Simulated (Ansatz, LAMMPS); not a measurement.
# Elastic response of glassy 29TiO2-71Al2O3 (mol %) (137 atoms), part 4 of 4

Aim: relax glassy 29TiO2-71Al2O3 (mol %) (137 atoms), then change its volume and shape to read moduli from the stress.

Ansatz 0.2.0; Kohn-Sham DFT, LDA, PAW (set soft_2), plane waves.

The cell: 9 Ti, 44 Al and 84 O. The quench rate of 300 K/ps is orders of magnitude faster than experiment. The network of bonds at the start is that of the classical potential that made the cell. Sampling is at Γ alone.

So far. Step 9 (Volume -10 %): The relaxation was stopped at its limit after 23 steps, 6.14 eV below its start, with a largest force component of 0.12 eV/Å. Step 9 (Volume -10 %): Volume -10 %: the energy stands 4.82 eV above that of the reference.

### 10. Stretched by 1 % along x

The relaxed cell is strained along x alone, which gives the stiffness along x and its coupling to y and z.

The input, input.yaml:

```yaml
crystal:
  lattice:
    - [11.4715, 0.10887, 0.08371]
    - [0.10996, 11.21289, -0.00613]
    - [0.08455, -0.00613, 11.68259]
  atoms:
    [... the 137 atom lines of step 4 ...]
kpoints:
  mp_grid: { grid: [1, 1, 1] }
hamiltonian:
  xc: lda
scf:
  occupations: { method: fixed }
output:
  forces: true
  eigenvalues: true
  stress: true
relax:
  f_tol: 0.05
  max_steps: 70
```

Run with:

```
$ ansatz run input.yaml --threads 4 --pin off --max-ram 8192MiB --backend cpu --events-out ev --progress --plain --runs-dir out
```

Output:

```text
[...]
Crystal: 137 atoms, lattice volume = 1502.496 Å³
Basis set: ecut = 420 eV, 29373 PW (Γ)
Bands: 509, of which v1, the nominal top of the filled ones, is band 372 counted from 1 (371 counted from 0)
Symmetry: 1 space group operations
[...]
k-points: 1
[...]
SCF iter   1: F=—  HF=-91453.793118 eV  |F-HF|=—  |Δ(HF+E_count)|=         —  Δρ=1.62e-2  dr2=3.78e0  ethr=1.77e-3  ⟨swp⟩=5.0  Hψ=1796  notcnv=0  defer=132
[...]
SCF iter   7: F=—  HF=-91452.776421 eV  |F-HF|=—  |Δ(HF+E_count)|=   6.57e-5  Δρ=8.63e-5  dr2=1.43e-4  ethr=7.71e-8  ⟨swp⟩=2.0  Hψ=728  notcnv=0  defer=135
SCF iter   8: F=-91452.776382 eV  HF=-91452.776409 eV  |F-HF|=2.76e-5  |Δ(HF+E_count)|=   1.20e-5  Δρ=4.69e-5  dr2=3.89e-5  ethr=8.40e-9  ⟨swp⟩=16.0  Hψ=3172  notcnv=0
SCF 1 converged in 8 iterations: F = -91452.776382 eV  dr2 = 3.89e-5
[...]
relax step   1: F+E_penalty+E_count = -91452.77638155 eV  Δ(F+E_penalty+E_count) = +0.000e0 eV  max|allowed force component| = 3.645e-1 eV/Å  Δτ_max = 0.0000 Å  (8 SCF iters, dr2 threshold 6.25e-5 eV, accepted)
[...]
relax step   2: F+E_penalty+E_count = -91452.81993042 eV  Δ(F+E_penalty+E_count) = -4.355e-2 eV  max|allowed force component| = 2.248e-1 eV/Å  Δτ_max = 0.0183 Å  (6 SCF iters, dr2 threshold 8.30e-6 eV, accepted)
[...]
relax step   3: F+E_penalty+E_count = -91452.84897127 eV  Δ(F+E_penalty+E_count) = -2.904e-2 eV  max|allowed force component| = 7.120e-2 eV/Å  Δτ_max = 0.0258 Å  (7 SCF iters, dr2 threshold 3.16e-6 eV, accepted)
relax step   4: F+E_penalty+E_count = -91452.77435115 eV  Δ(F+E_penalty+E_count) = +7.462e-2 eV  max|allowed force component| = 4.305e-1 eV/Å  Δτ_max = 0.2000 Å  (11 SCF iters, rejected (line search))
relax step   5: F+E_penalty+E_count = -91452.85678722 eV  Δ(F+E_penalty+E_count) = -7.816e-3 eV  max|allowed force component| = 8.454e-2 eV/Å  Δτ_max = 0.0277 Å  (11 SCF iters, accepted)
relax step   6: F+E_penalty+E_count = -91452.85912595 eV  Δ(F+E_penalty+E_count) = -2.339e-3 eV  max|allowed force component| = 5.889e-2 eV/Å  Δτ_max = 0.0386 Å  (9 SCF iters, accepted)
[...]
relax step   7: F+E_penalty+E_count = -91452.85972361 eV  Δ(F+E_penalty+E_count) = -5.977e-4 eV  max|allowed force component| = 3.170e-2 eV/Å  Δτ_max = 0.0151 Å  (8 SCF iters, accepted)
SCF converged after 8 iterations
Free energy (F): -91452.859724 eV
[...]
Internal energy: -91452.859724 eV  (E = F + TS)
E sigma→0 (E₀):  -91452.859724 eV
Fermi energy:    5.216641 eV
[...]
Σ components = -91452.859724   (vs F -91452.859724, Δ=0.00e0)
--- Forces (eV/Å), atoms counted from 1 ---
  atom   1  Ti    -0.00754316    -0.00038916    -0.00574077
  atom   2  Ti     0.00347234     0.00923154     0.01672343
  atom   3  Ti    -0.00459414     0.01104197    -0.00429480
  atom   4  Ti    -0.00589813     0.00585706    -0.00294026
[...]
atom 137  O      0.01069322     0.02783442     0.00053033
  max |Σ_I F_I| component: 1.68e-4 eV/Å
--- Stress (GPa, compression-positive) ---
       -1.698476       0.046535      -0.007115
        0.046535      -0.895591       0.016378
       -0.007115       0.016378      -0.789639
  P = ⅓ Tr σ = -1.1279 GPa (-11.279 kbar)
--- Band table (eV) ---
[...]
--- Relaxed structure (7 steps of the walk, 6 accepted, 0 SCFs on fresh bases) ---
  F+E_penalty+E_count = -91452.85972361 eV   max|allowed force component| = 3.170e-2 eV/Å
  atoms:
    - { symbol: Ti, position: [0.445485, 0.790946, 0.406107] }
    - { symbol: Ti, position: [0.337834, 0.518085, 0.828262] }
    - { symbol: Ti, position: [0.145180, 0.757614, 0.440667] }
    - { symbol: Ti, position: [0.794527, 0.421137, 0.556970] }
[...]
- { symbol: O, position: [0.369690, 0.292906, 0.161697] }
```

Elapsed: 2.7 min, on 4 threads of Arm Neoverse V2, shared host; peak memory 2.2 GiB; 10 min of CPU time.

The relaxation converged after 7 steps, 0.0833 eV below its start, with a largest force component of 0.032 eV/Å.

Stretched by 1 % along x: the energy stands 0.0754 eV above that of the reference, at a pressure of -1.13 GPa.

### 11. Compressed by 1 % along x

The relaxed cell is strained along x alone, which gives the stiffness along x and its coupling to y and z.

input.yaml, the sections that differ from step 10:

```yaml
crystal:
  lattice:
    - [11.24434, 0.10887, 0.08371]
    - [0.10778, 11.21289, -0.00613]
    - [0.08287, -0.00613, 11.68259]
  atoms:
    [... the 137 atom lines of step 4 ...]
# kpoints, hamiltonian, scf, output, relax: as in step 10
```

Output:

```text
Warning: output.stress: scf.convergence.dr2_threshold = 1e-7 eV (the SCF's general default) is looser than the 1.08e-8 eV advised for a printed stress (1e-10 eV for each atom of the cell: 137, of which 108 are counted). What an SCF threshold leaves in a stress goes as its square root, and in the free energy as the threshold itself, and one threshold admits the most on a small cell: [...]
[...]
Pseudopotentials: kind: paw
Pseudopotential: Ti, paw, valence charge 12, recommended cutoff 420 eV (normal), Ti.paw.azcp
Pseudopotential: Al, paw, valence charge 3, recommended cutoff 420 eV (normal), Al.paw.azcp
Pseudopotential: O, paw, valence charge 6, recommended cutoff 420 eV (normal), O.paw.azcp
[... 3 lines on functional and potentials left out ...]
Crystal: 137 atoms, lattice volume = 1472.744 Å³
Basis set: ecut = 420 eV, 28791 PW (Γ)
Bands: 509, of which v1, the nominal top of the filled ones, is band 372 counted from 1 (371 counted from 0)
Symmetry: 1 space group operations
Space group: P1 (ITA 1), of the structure as read, at distance tolerance 1.1e-4 Å
k-points: 1
[... 10 lines on functional and potentials left out ...]
Initial density: superposition of atomic densities (neutral atoms: chi_scale 0, normalization atom), corrected by the library's trained network
Initial wavefunctions: pseudopotential atomic-orbital guess
[...]
SCF iter   1: F=—  HF=-91453.778042 eV  |F-HF|=—  |Δ(HF+E_count)|=         —  Δρ=1.62e-2  dr2=3.71e0  ethr=1.77e-3  ⟨swp⟩=5.0  Hψ=1809  notcnv=0  defer=133
preconditioner: auto → Resta (q_TF=auto, 2.435 Å⁻¹)  ε∞=4.3  [insulator: Δε(μ)=2.828 eV  Ē_g=13.760 eV  n_scr=366 (ndim 8)  ℏωp=25.1 eV  f_vac=0.057  ε∞_Penn≈4.3]
[...]
SCF iter   7: F=—  HF=-91452.769031 eV  |F-HF|=—  |Δ(HF+E_count)|=   7.26e-5  Δρ=8.61e-5  dr2=1.40e-4  ethr=7.59e-8  ⟨swp⟩=2.0  Hψ=727  notcnv=0  defer=135
SCF iter   8: F=-91452.768991 eV  HF=-91452.769016 eV  |F-HF|=2.55e-5  |Δ(HF+E_count)|=   1.50e-5  Δρ=4.54e-5  dr2=3.55e-5  ethr=8.40e-9  ⟨swp⟩=14.0  Hψ=3240  notcnv=0
SCF 1 converged in 8 iterations: F = -91452.768991 eV  dr2 = 3.55e-5
[...]
relax step   1: F+E_penalty+E_count = -91452.76899102 eV  Δ(F+E_penalty+E_count) = +0.000e0 eV  max|allowed force component| = 3.860e-1 eV/Å  Δτ_max = 0.0000 Å  (8 SCF iters, dr2 threshold 6.25e-5 eV, accepted)
[...]
relax step   2: F+E_penalty+E_count = -91452.81667534 eV  Δ(F+E_penalty+E_count) = -4.768e-2 eV  max|allowed force component| = 2.530e-1 eV/Å  Δτ_max = 0.0196 Å  (6 SCF iters, dr2 threshold 9.31e-6 eV, accepted)
[...]
relax step   5: F+E_penalty+E_count = -91452.85867481 eV  Δ(F+E_penalty+E_count) = -8.683e-3 eV  max|allowed force component| = 8.196e-2 eV/Å  Δτ_max = 0.0309 Å  (10 SCF iters, accepted)
[...]
Step cancelled. What follows is not a result of the run: it is the report of the last solve that finished, which converged after 10 SCF iterations.
Free energy (F): -91452.858675 eV
Harris-Foulkes:  -91452.858675 eV  (|F-HF|=6.33e-9)
Internal energy: -91452.858675 eV  (E = F + TS)
E sigma→0 (E₀):  -91452.858675 eV
Fermi energy:    5.462236 eV
--- Per-component energies (eV) ---
[...]
Σ components = -91452.858675   (vs F -91452.858675, Δ=0.00e0)
--- Forces (eV/Å), atoms counted from 1 ---
  atom   1  Ti    -0.02978679     0.01554374     0.00112094
  atom   2  Ti    -0.00229982     0.02008639    -0.03223476
  atom   3  Ti    -0.00961611     0.01227541     0.00592839
  atom   4  Ti     0.00804229    -0.02493651    -0.01327187
[...]
atom 137  O     -0.00512953     0.01896532    -0.01294531
  max |Σ_I F_I| component: 8.86e-5 eV/Å
--- Stress (GPa, compression-positive) ---
        1.761296      -0.052202       0.064333
       -0.052202       0.920557      -0.045155
        0.064333      -0.045155       1.038014
  P = ⅓ Tr σ = 1.2400 GPa (12.400 kbar)
--- Band table (eV) ---
  k-point 0: bands = ["-50.4665", "-50.3950", "-50.3889", "-50.3209", [... 493 levels ...], "15.7970", "15.8288", "15.8492", "15.9428", "15.9867", "16.0078", "16.0531", "16.1035", "16.1209", "16.1534", "16.1980", "16.2269"]
End of that report.
Error: SIGTERM received: cancelled by the caller after 8 completed SCF iterations
```

It took 2.1 min on 4 threads; peak memory 2.1 GiB.

The relaxation was stopped at its limit after 5 steps, 0.0897 eV below its start, with a largest force component of 0.082 eV/Å.

Compressed by 1 % along x: the energy stands 0.0764 eV above that of the reference.

### 12. Pressure against volume

Atoms are relaxed at each volume, in the scaled cell.

| volume change (%) | volume (Å³/atom) | energy change (meV/atom) | pressure (GPa) | largest move on relaxing (Å) | bonds | gap (eV) |
| --- | --- | --- | --- | --- | --- | --- |
| -6 | 10.207 | 13.74 | 7.31 | 0.98 | 260 | 2.69 |
| -3 | 10.533 | 3.84 | 3.92 | 0.12 | 254 | 3.00 |
| +0 | 10.859 | 0.00 | 0.02 | - | 252 | 2.95 |
| +3 | 11.184 | 2.52 | -2.79 | 0.45 | 247 | 2.83 |
| +6 | 11.510 | 10.70 | -5.13 | 0.54 | 244 | 2.79 |

### 13. Uniaxial strain and shear

Stress (GPa, compression positive) less that of the relaxed cell, atoms relaxed:

| strain | xx | yy | zz | xy | energy change (meV/atom) |
| --- | --- | --- | --- | --- | --- |
| stretched by 1 % along x | -1.708 | -0.908 | -0.829 | 0.048 | 0.55 |

### 14. Findings

The bulk modulus, from the slope of pressure against ln V over the three points nearest the relaxed volume, is 112 GPa; between neighbouring points the slope runs 108, 128, 95 and 82 GPa from the smallest volume up, not steadily, so no pressure derivative is given. The count of bonds runs from 244 to 260 over the series, so at some points contacts cross the cutoffs. At -6 % and +6 % some atom moved by over 0.5 Å on relaxing, so those points may sit in another local minimum. The gap stays between 2.69 and 3.00 eV with no steady trend.

**Limits.** Strains are finite and relaxations stop at the force tolerance of the input, which can leave moduli too stiff; they are those of a static cell at zero temperature. Volumes are changed with the cell's shape held, so in an anisotropic solid the modulus lies over the one under free hydrostatic load. The program notes that the SCF threshold of the relaxations is loose for the stress.

The DFT runs together took 43 min of wall time.

[Long decimals in the printed logs are rounded to 6 places.]

[Logs are printed without paths, hosts, clocks, repeated set-up lines and the standing remarks that a program may print on its own settings, such as how far it seeks lower states.]

[Hosts, paths, dates, database ids (printed as entryN), source tags and the programs' standing remarks are cut or masked in the printed files.]
